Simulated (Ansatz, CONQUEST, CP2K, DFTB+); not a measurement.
**H-capped Ge nanowire along [112] (40 atoms) in CONQUEST**

Aim: run H-capped Ge nanowire along [112] (40 atoms) in CONQUEST and see how near its forces come to a plane-wave reference, and at what cost.

Method: the method is named at each step, in CONQUEST 1.3.

## 1. The structure

The cell holds 40 atoms: 16 Ge and 24 H. Its edges and angles: a = 16.499 Å, b = 19.143 Å, c = 13.859 Å, α = 90.0°, β = 90.0°, γ = 90.0°. It derives from Ge (diamond-structure). Diamond section of size parameter 3.53 Å cut from diamond-structure Ge (a = 5.658 Å) along [112], 2 periods, broken bonds capped with H, 12 Å of vacuum. Then every atom was moved at random, 0.05 Å r.m.s. a Cartesian component (hydrogen 0.6 of that). Regions: wire, 16 atoms (16 Ge); hydrogen, 24 atoms (24 H). Vacuum lies along a and b. The structure's axis is c.

The yardstick, on the same geometry:

* method: Kohn-Sham DFT, PBE, PAW, plane waves (Ansatz 0.2.0); cutoff 420 eV, Γ point, fermi-dirac smearing of 0.05 eV; PAW set soft_2
* r.m.s. force component: 0.8855 eV/Å
* longest force: 3.978 eV/Å
* gap (highest filled to lowest empty level): 3.755 eV
* SCF cycles: 8
* time: 11 s on 4 threads of Intel Xeon 6975P-C (Granite Rapids), shared host
* CPU time: 39 s

## 2. PBE, grid 80 Ha

Method: Kohn-Sham DFT, PBE, norm-conserving pseudopotentials, pseudo-atomic orbitals (double zeta with polarisation), diagonalisation.

The .ion files beside the input carry potential, basis and functional.

The input, Conquest_input:

```
IO.Title cell
IO.Coordinates coords.dat
IO.FractionalAtomicCoords T
IO.Iprint 1
General.NumberOfSpecies 2
AtomMove.TypeOfRun static
AtomMove.CalcStress F
Grid.GridCutoff 80
DM.SolutionMethod diagon
SC.MaxIters 100
SC.LinearMixingFactor 0.3
minE.SCTolerance 1e-06
Diag.kT 0.001837
Diag.MPMesh T
Diag.GammaCentred T
Diag.MPMeshX 1
Diag.MPMeshY 1
Diag.MPMeshZ 1
%block ChemicalSpeciesLabel
1 72.630 Ge
2 1.008 H
%endblock
```

The input, coords.dat:

```
31.178365 0.000000 0.000000
0.000000 36.175613 0.000000
0.000000 0.000000 26.190111
40
0.43856 0.39162 0.00254 1 T T T
0.43462 0.43313 0.16315 1 T T T
0.43623 0.56730 0.16952 1 T T T
0.43831 0.60415 0.33158 1 T T T
0.55802 0.39021 0.24609 1 T T T
0.56298 0.43620 0.41806 1 T T T
0.56098 0.56203 0.41328 1 T T T
0.56230 0.60780 0.08376 1 T T T
0.44381 0.39484 0.49716 1 T T T
0.44301 0.43577 0.66510 1 T T T
0.43859 0.56431 0.66595 1 T T T
0.43948 0.61113 0.82924 1 T T T
0.56023 0.39290 0.75232 1 T T T
0.56212 0.43749 0.91280 1 T T T
0.55901 0.56255 0.91444 1 T T T
0.56163 0.60873 0.58385 1 T T T
0.36082 0.41875 0.94927 2 T T T
0.44163 0.31373 0.00267 2 T T T
0.36371 0.41033 0.22457 2 T T T
0.36982 0.59108 0.11332 2 T T T
0.36274 0.57984 0.38374 2 T T T
0.43754 0.68639 0.33628 2 T T T
0.56059 0.31353 0.25672 2 T T T
0.63179 0.42027 0.19981 2 T T T
0.63480 0.40872 0.46589 2 T T T
0.63414 0.58983 0.36512 2 T T T
0.63807 0.57964 0.13782 2 T T T
0.56145 0.68008 0.08577 2 T T T
0.43957 0.31234 0.49751 2 T T T
0.36354 0.42763 0.44720 2 T T T
0.36141 0.41100 0.72060 2 T T T
0.36462 0.59336 0.61657 2 T T T
0.44277 0.68854 0.83481 2 T T T
0.36430 0.57984 0.88565 2 T T T
0.63943 0.42067 0.70226 2 T T T
0.56186 0.31572 0.74972 2 T T T
0.63604 0.41048 0.96625 2 T T T
0.63780 0.59306 0.86567 2 T T T
0.56064 0.68527 0.57729 2 T T T
0.63697 0.58102 0.63777 2 T T T
```

Command:

```sh
$ OMP_NUM_THREADS=1 Conquest > output.txt
```

Numbers of over 12 decimals in the logs are rounded to 6 here.

Conquest_out:

```text
      Simulation cell dimensions:    31.1784 a0 x    36.1756 a0 x    26.1901 a0
        This calculation includes non-local pseudopotentials,
         with a maximum core radius of      7.09479220
    Job title: cell
    Job to be run: static calculation
    Ground state search:
      Support functions represented with PAO basis
      1:1 PAO to SF mapping
      Non-spin-polarised electrons
      Solving for the K matrix using diagonalisation
      Using Fermi-Dirac smearing
    Integration grid size:    128 x  160 x  108
    Integration grid spacing:  0.244 a0 x 0.226 a0 x 0.243 a0
    Number of species:  2
    --------------------------------------------------------
    |   #  mass (au)  Charge (e)  SF Rad (a0)  NSF  Label  |
    --------------------------------------------------------
    |   1     72.630      14.000        7.551   18  Ge     |
    |   2      1.008       1.000        7.064    5  H      |
    --------------------------------------------------------
          SCF tolerance:                 0.00000100
          SCF iterations:               100
    The calculation will be performed on     1 process
    The calculation will be performed on     1 thread
    Using the default matrix multiplication kernel
    The functional used will be GGA PBE96
    set_atom_dens: In set_atomic_density, electrons :     248.000000000000
    PulayMixSC: Starting Pulay mixing, A_up =  0.300 A_dn =  0.300
    PulayMixSC: Spin non-polarised calculation.
          Harris-Foulkes Energy            :     -1442.885528 Ha
    PulayMixSC: Pulay iteration     1 residual:              0.16665E-02
          Harris-Foulkes Energy            :     -1442.724390 Ha
    PulayMixSC: Pulay iteration     2 residual:              0.97979E-03
          Harris-Foulkes Energy            :     -1442.646481 Ha
    PulayMixSC: Pulay iteration     3 residual:              0.18237E-03
          Harris-Foulkes Energy            :     -1442.643784 Ha
    PulayMixSC: Pulay iteration     4 residual:              0.57007E-04
          Harris-Foulkes Energy            :     -1442.643752 Ha
    PulayMixSC: Pulay iteration     5 residual:              0.21524E-04
          Harris-Foulkes Energy            :     -1442.643745 Ha
    PulayMixSC: Pulay iteration     6 residual:              0.55737E-05
          Harris-Foulkes Energy            :     -1442.643743 Ha
    PulayMixSC: Pulay iteration     7 residual:              0.21789E-05
          Harris-Foulkes Energy            :     -1442.643742 Ha
    PulayMixSC: Pulay iteration     8 residual:              0.74945E-06
    PulayMixSC: Reached SCF tolerance of  0.74945E-06 after      8 iterations
      | Number of electrons      =       248.000211
      |* Harris-Foulkes energy   =     -1442.643742 Ha
      |* DFT total energy        =     -1442.643742 Ha
    force: Forces on atoms (Ha/a0)
    force:  Atom   X              Y              Z
    force:     1   0.0047484512   0.0239343211  -0.0204579138
    force:     2   0.0200478956   0.0239782623   0.0115961721
    force:     3   0.0554214797  -0.0371443024   0.0070036464
    force:     4   0.0114092974   0.0141372734   0.0089920128
    force:     5  -0.0223259258   0.0293448896   0.0164009473
    force:     6  -0.0262523438   0.0067525239  -0.0376217685
    force:     7  -0.0239115432  -0.0007051675   0.0220729630
    force:     8  -0.0109658904  -0.0821109990  -0.0024622507
    force:     9  -0.0197462729  -0.0010655104   0.0003450478
    force:    10  -0.0171777264  -0.0003180147   0.0046057902
    force:    11   0.0218489651  -0.0025704803   0.0061816925
    force:    12  -0.0001058433  -0.0353654395   0.0093054626
    force:    13   0.0059737052   0.0244235311  -0.0105068947
    force:    14  -0.0223675197  -0.0049336725   0.0113326918
    force:    15   0.0013437226   0.0180899852   0.0041586798
    force:    16  -0.0103664617  -0.0365778790  -0.0109431974
    force:    17   0.0023661650  -0.0034403661   0.0000306752
    force:    18  -0.0008605974  -0.0223589491  -0.0019434833
    force:    19  -0.0136617831  -0.0069278278   0.0063415334
    force:    20  -0.0458379912   0.0191304065  -0.0296289493
    force:    21  -0.0103729354  -0.0048730034   0.0075859249
    force:    22   0.0005280619  -0.0043319068  -0.0003787925
    force:    23   0.0027412985  -0.0284803510  -0.0009808784
    force:    24   0.0186498390   0.0044913989  -0.0114280305
[...]
force:    33  -0.0009656932   0.0239529620   0.0008998378
    force:    34   0.0045600291   0.0063808539  -0.0028476128
    force:    35  -0.0034548834  -0.0022724598   0.0004231760
    force:    36   0.0008647570  -0.0270885632  -0.0004275951
    force:    37   0.0114097073  -0.0040664199   0.0068337317
    force:    38  -0.0021940330  -0.0026845724  -0.0001690572
    force:    39   0.0018374634   0.0318230919   0.0005325554
    force:    40   0.0027245299   0.0008517546   0.0017173088
    force: Maximum force :        0.08211100(Ha/a0) on atom         8 in y direction
    force: Force Residual:        0.03242294 Ha/a0
    get_E_and_F: Change in energy during last step of electronic optimisation:  0.41156E-06
```

It took 85 s on 1 thread of Intel Xeon 6975P-C (Granite Rapids), shared host; peak memory 2.3 GiB.

Banners, paths, timers and routine set-up lines are dropped from the logs unmarked, and long logs keep their key lines alone; longer cuts are marked.

Against the reference:

```yaml
r_m_s_force_component: 0.9626 eV/Å
r_m_s_difference_of_force_components: 111.5 meV/Å
longest_difference_of_force_vectors: 389.9 meV/Å
force_difference_over_r_m_s_force: 12.59 %
slope_of_forces_against_the_reference_s: 1.083
correlation_of_force_components: 0.9962
spacing_of_highest_filled_and_lowest_empty_level: 3.941 eV
gap_difference: 0.1857 eV
```

Length of the force difference by element (eV/Å):

| element | atoms | mean | most |
| --- | --- | --- | --- |
| Ge | 16 | 0.17 | 0.30 |
| H | 24 | 0.19 | 0.39 |

Levels nearest the highest filled one (eV from it): -1.42, -1.18, -1.12, -0.96, -0.89, -0.85, -0.82, -0.72, -0.66, -0.60, -0.45, 0.00, 3.94, 4.05, 4.23, 4.27, 4.32, 4.45, 4.50, 4.56, 4.60, 4.67, 4.75, 4.93.

Local excerpt of 9 atoms (numbers count through the whole input) about H28, picked at random; x, y, z are measured from there.

| atom | x | y | z | distance (Å) | bonds | Fx | Fy | Fz (eV/Å) |
| --- | --- | --- | --- | --- | --- | --- | --- | --- |
| H28 | 0.00 | 0.00 | 0.00 | 0.00 | 1 | 0.09 | 3.98 | 0.00 |
| Ge8 | 0.01 | -1.38 | -0.03 | 1.38 | 4 | -0.56 | -4.22 | -0.13 |
| H27 | 1.26 | -1.92 | 0.72 | 2.41 | 1 | 0.02 | 0.02 | 0.01 |
| Ge3 | -2.07 | -2.16 | 1.16 | 3.21 | 4 | 2.85 | -1.91 | 0.36 |
| Ge15 | -0.04 | -2.25 | -2.37 | 3.27 | 4 | 0.07 | 0.93 | 0.21 |
| H20 | -3.16 | -1.70 | 0.38 | 3.61 | 1 | -2.36 | 0.98 | -1.52 |
| H38 | 1.26 | -1.67 | -3.05 | 3.70 | 1 | -0.11 | -0.14 | -0.01 |
| H33 | -1.96 | 0.16 | -3.48 | 3.99 | 1 | -0.05 | 1.23 | 0.05 |
| H22 | -2.04 | 0.12 | 3.47 | 4.03 | 1 | 0.03 | -0.22 | -0.02 |

Forces lie 13 % from the reference's, at 2.2 times its CPU time (on 1 against 4 cores).

The forces add up to 0.66 eV/Å instead of zero, usually a sign of too coarse a grid.

## 3. PBE, grid 80 Ha, multi-site 10 bohr

Method: Kohn-Sham DFT, PBE, norm-conserving pseudopotentials, pseudo-atomic orbitals (double zeta with polarisation), contracted to multi-site support functions, diagonalisation.

Edit Conquest_input of step 2 so:

```diff
@@ -22 +22,14 @@
 %endblock
+Basis.MultisiteSF T
+Multisite.LFD T
+Multisite.LFD.NonSCF T
+%block Ge
+Atom.NumberOfSupports 9
+Atom.MultisiteRange 10.0
+Atom.LFDRange 10.0
+%endblock
+%block H
+Atom.NumberOfSupports 1
+Atom.MultisiteRange 10.0
+Atom.LFDRange 10.0
+%endblock
```

coords.dat is that of step 2.

Command:

```sh
$ OMP_NUM_THREADS=1 Conquest > output.txt
```

Conquest_out:

```text
      Simulation cell dimensions:    31.1784 a0 x    36.1756 a0 x    26.1901 a0
        This calculation includes non-local pseudopotentials,
         with a maximum core radius of      7.09479220
    Job title: cell
    Job to be run: static calculation
    Ground state search:
      Support functions represented with PAO basis
      Multi-site SFs used with local filter diagonalisation
      Non-spin-polarised electrons
      Solving for the K matrix using diagonalisation
      Using Fermi-Dirac smearing
    Integration grid size:    128 x  160 x  108
    Integration grid spacing:  0.244 a0 x 0.226 a0 x 0.243 a0
    Number of species:  2
    --------------------------------------------------------
    |   #  mass (au)  Charge (e)  SF Rad (a0)  NSF  Label  |
    --------------------------------------------------------
    |   1     72.630      14.000       17.095    9  Ge     |
    |   2      1.008       1.000       16.727    1  H      |
    --------------------------------------------------------
          PAOs are contracted to multi-site support functions
          SCF tolerance:                 0.00000100
          SCF iterations:               100
    The calculation will be performed on     1 process
    The calculation will be performed on     1 thread
    Using the default matrix multiplication kernel
    The functional used will be GGA PBE96
    set_atom_dens: In set_atomic_density, electrons :     248.000000000000
    PulayMixSC: Starting Pulay mixing, A_up =  0.300 A_dn =  0.300
    PulayMixSC: Spin non-polarised calculation.
          Harris-Foulkes Energy            :     -1442.884156 Ha
    PulayMixSC: Pulay iteration     1 residual:              0.16606E-02
          Harris-Foulkes Energy            :     -1442.723502 Ha
    PulayMixSC: Pulay iteration     2 residual:              0.97584E-03
          Harris-Foulkes Energy            :     -1442.645649 Ha
    PulayMixSC: Pulay iteration     3 residual:              0.18328E-03
[...]
Harris-Foulkes Energy            :     -1442.642443 Ha
    PulayMixSC: Pulay iteration     7 residual:              0.21856E-05
          Harris-Foulkes Energy            :     -1442.642445 Ha
    PulayMixSC: Pulay iteration     8 residual:              0.75836E-06
    PulayMixSC: Reached SCF tolerance of  0.75836E-06 after      8 iterations
      | Number of electrons      =       248.000211
      |* Harris-Foulkes energy   =     -1442.642445 Ha
      |* DFT total energy        =     -1442.642445 Ha
    force: Forces on atoms (Ha/a0)
    force:  Atom   X              Y              Z
    force:     1   0.0047022835   0.0238979769  -0.0203521192
    force:     2   0.0200585990   0.0240048013   0.0115383597
    force:     3   0.0554555739  -0.0371691558   0.0070459425
[...]
force:    39   0.0018607936   0.0319733794   0.0004798219
    force:    40   0.0028564990   0.0007825942   0.0018628526
    force: Maximum force :        0.08216161(Ha/a0) on atom         8 in y direction
    force: Force Residual:        0.03248379 Ha/a0
    get_E_and_F: Change in energy during last step of electronic optimisation: -0.19998E-05
```

It took 98 s on 1 thread; peak memory 2.3 GiB.

Numbers from this run, and their distance from the reference:

| Item | Value |
| --- | --- |
| r.m.s. force component | 0.9644 eV/Å |
| r.m.s. difference of force components | 114.8 meV/Å |
| longest difference of force vectors | 400.4 meV/Å |
| force difference over r.m.s. force | 12.96 % |
| slope of forces against the reference's | 1.085 |
| correlation of force components | 0.996 |
| gap (highest filled to lowest empty level) | 3.959 eV |
| gap difference | 0.2044 eV |

Against the first run (13 %), the force difference from the reference is 13 %, at 1.1 times the CPU time.

The forces add up to 0.66 eV/Å instead of zero, usually a sign of too coarse a grid.

## 4. PBE, grid 80 Ha, multi-site 6.5 bohr

Method: Kohn-Sham DFT, PBE, norm-conserving pseudopotentials, pseudo-atomic orbitals (double zeta with polarisation), contracted to multi-site support functions, diagonalisation.

Edit Conquest_input of step 3 so:

```diff
@@ -27,4 +27,4 @@
 Atom.NumberOfSupports 9
-Atom.MultisiteRange 10.0
-Atom.LFDRange 10.0
+Atom.MultisiteRange 6.5
+Atom.LFDRange 6.5
 %endblock
@@ -32,4 +32,4 @@
 Atom.NumberOfSupports 1
-Atom.MultisiteRange 10.0
-Atom.LFDRange 10.0
+Atom.MultisiteRange 6.5
+Atom.LFDRange 6.5
 %endblock
```

coords.dat is that of step 3.

Command:

```sh
$ OMP_NUM_THREADS=1 Conquest > output.txt
```

Conquest_out:

```text
      Simulation cell dimensions:    31.1784 a0 x    36.1756 a0 x    26.1901 a0
        This calculation includes non-local pseudopotentials,
         with a maximum core radius of      7.09479220
    Job title: cell
    Job to be run: static calculation
    Ground state search:
      Support functions represented with PAO basis
      Multi-site SFs used with local filter diagonalisation
      Non-spin-polarised electrons
      Solving for the K matrix using diagonalisation
      Using Fermi-Dirac smearing
    Integration grid size:    128 x  160 x  108
[... lines left out ...]
    The functional used will be GGA PBE96
[... lines left out ...]
    PulayMixSC: Pulay iteration     2 residual:              0.97715E-03
          Harris-Foulkes Energy            :     -1442.620428 Ha
    PulayMixSC: Pulay iteration     3 residual:              0.18501E-03
[...]
Harris-Foulkes Energy            :     -1442.616225 Ha
    PulayMixSC: Pulay iteration     7 residual:              0.21820E-05
          Harris-Foulkes Energy            :     -1442.616236 Ha
    PulayMixSC: Pulay iteration     8 residual:              0.81618E-06
    PulayMixSC: Reached SCF tolerance of  0.81618E-06 after      8 iterations
      | Number of electrons      =       248.000207
      |* Harris-Foulkes energy   =     -1442.616236 Ha
      |* DFT total energy        =     -1442.616235 Ha
    force: Forces on atoms (Ha/a0)
    force:  Atom   X              Y              Z
    force:     1   0.0034181864   0.0232876670  -0.0198136844
    force:     2   0.0190998368   0.0231570935   0.0115786986
    force:     3   0.0545763474  -0.0362722380   0.0068660662
[...]
force:    39   0.0018093956   0.0322801620   0.0005942212
    force:    40   0.0031473312   0.0007970470   0.0021116664
    force: Maximum force :        0.08173116(Ha/a0) on atom         8 in y direction
    force: Force Residual:        0.03238994 Ha/a0
    get_E_and_F: Change in energy during last step of electronic optimisation: -0.10211E-04
```

It took 90 s on 1 thread; peak memory 2.3 GiB.

Against the reference:

* r.m.s. force component: 0.9616 eV/Å
* r.m.s. difference of force components: 113.3 meV/Å
* longest difference of force vectors: 413.8 meV/Å
* force difference over r.m.s. force: 12.8 %
* slope of forces against the reference's: 1.081
* correlation of force components: 0.9959
* gap (highest filled to lowest empty level): 4.158 eV
* gap difference: 0.403 eV

This is a coarse setting, run to see what it loses.

Against the first run (13 %), the force difference from the reference is 13 %, at 1.1 times the CPU time.

The forces add up to 0.64 eV/Å instead of zero, usually a sign of too coarse a grid.

## 5. LDA, grid 80 Ha

Method: Kohn-Sham DFT, LDA, norm-conserving pseudopotentials, pseudo-atomic orbitals (double zeta with polarisation), diagonalisation.

The pseudopotential files are exchanged too: the .ion files are now those for LDA.

Edit Conquest_input of step 4 so:

```diff
@@ -22,14 +22 @@
 %endblock
-Basis.MultisiteSF T
-Multisite.LFD T
-Multisite.LFD.NonSCF T
-%block Ge
-Atom.NumberOfSupports 9
-Atom.MultisiteRange 6.5
-Atom.LFDRange 6.5
-%endblock
-%block H
-Atom.NumberOfSupports 1
-Atom.MultisiteRange 6.5
-Atom.LFDRange 6.5
-%endblock
```

coords.dat is that of step 4.

Command:

```sh
$ OMP_NUM_THREADS=1 Conquest > output.txt
```

Conquest_out:

```text
      Simulation cell dimensions:    31.1784 a0 x    36.1756 a0 x    26.1901 a0
        This calculation includes non-local pseudopotentials,
         with a maximum core radius of      7.01066423
    Job title: cell
    Job to be run: static calculation
    Ground state search:
      Support functions represented with PAO basis
      1:1 PAO to SF mapping
      Non-spin-polarised electrons
[... lines left out ...]
      Using Fermi-Dirac smearing
[... lines left out ...]
    PulayMixSC: Pulay iteration     8 residual:              0.68167E-06
    PulayMixSC: Reached SCF tolerance of  0.68167E-06 after      8 iterations
      | Number of electrons      =       248.000204
      |* Harris-Foulkes energy   =     -1440.938813 Ha
      |* DFT total energy        =     -1440.938813 Ha
    force: Forces on atoms (Ha/a0)
    force:  Atom   X              Y              Z
    force:     1   0.0084697757   0.0280303620  -0.0167505024
    force:     2   0.0254244973   0.0244888009   0.0087802252
    force:     3   0.0597449416  -0.0378524007   0.0095211067
[...]
force:    39   0.0012053895   0.0288384333   0.0005987799
    force:    40   0.0006160289   0.0010418322   0.0005204096
    force: Maximum force :        0.08546856(Ha/a0) on atom         8 in y direction
    force: Force Residual:        0.03299794 Ha/a0
    get_E_and_F: Change in energy during last step of electronic optimisation:  0.32817E-06
```

Wall time 51 s (1 thread); peak memory 2.2 GiB.

Numbers from this run, and their distance from the reference:

```yaml
r_m_s_force_component: 0.9797 eV/Å
r_m_s_difference_of_force_components: 169.6 meV/Å
longest_difference_of_force_vectors: 532.5 meV/Å
force_difference_over_r_m_s_force: 19.16 %
slope_of_forces_against_the_reference_s: 1.094
correlation_of_force_components: 0.9885
spacing_of_highest_filled_and_lowest_empty_level: 3.839 eV
gap_difference: 0.0838 eV
```

Against the first run (13 %), the force difference from the reference is 19 %, at 0.60 times the CPU time; the model has changed, so this is no error of the program alone.

The difference per atom is largest on Ge (0.45 eV/Å on average, against 0.069 on H).

(Continued in part 2 of 2.)

[Also dropped from logs without a mark: logging warnings of Python, and SIESTA's first energy breakdown and zero terms.]

[Logs are printed without paths, hosts, clocks, repeated set-up lines and the standing remarks that a program may print on its own settings, such as how far it seeks lower states.]

[Hosts, paths, dates, database ids (printed as entryN), source tags and the programs' standing remarks are cut or masked in the printed files.]
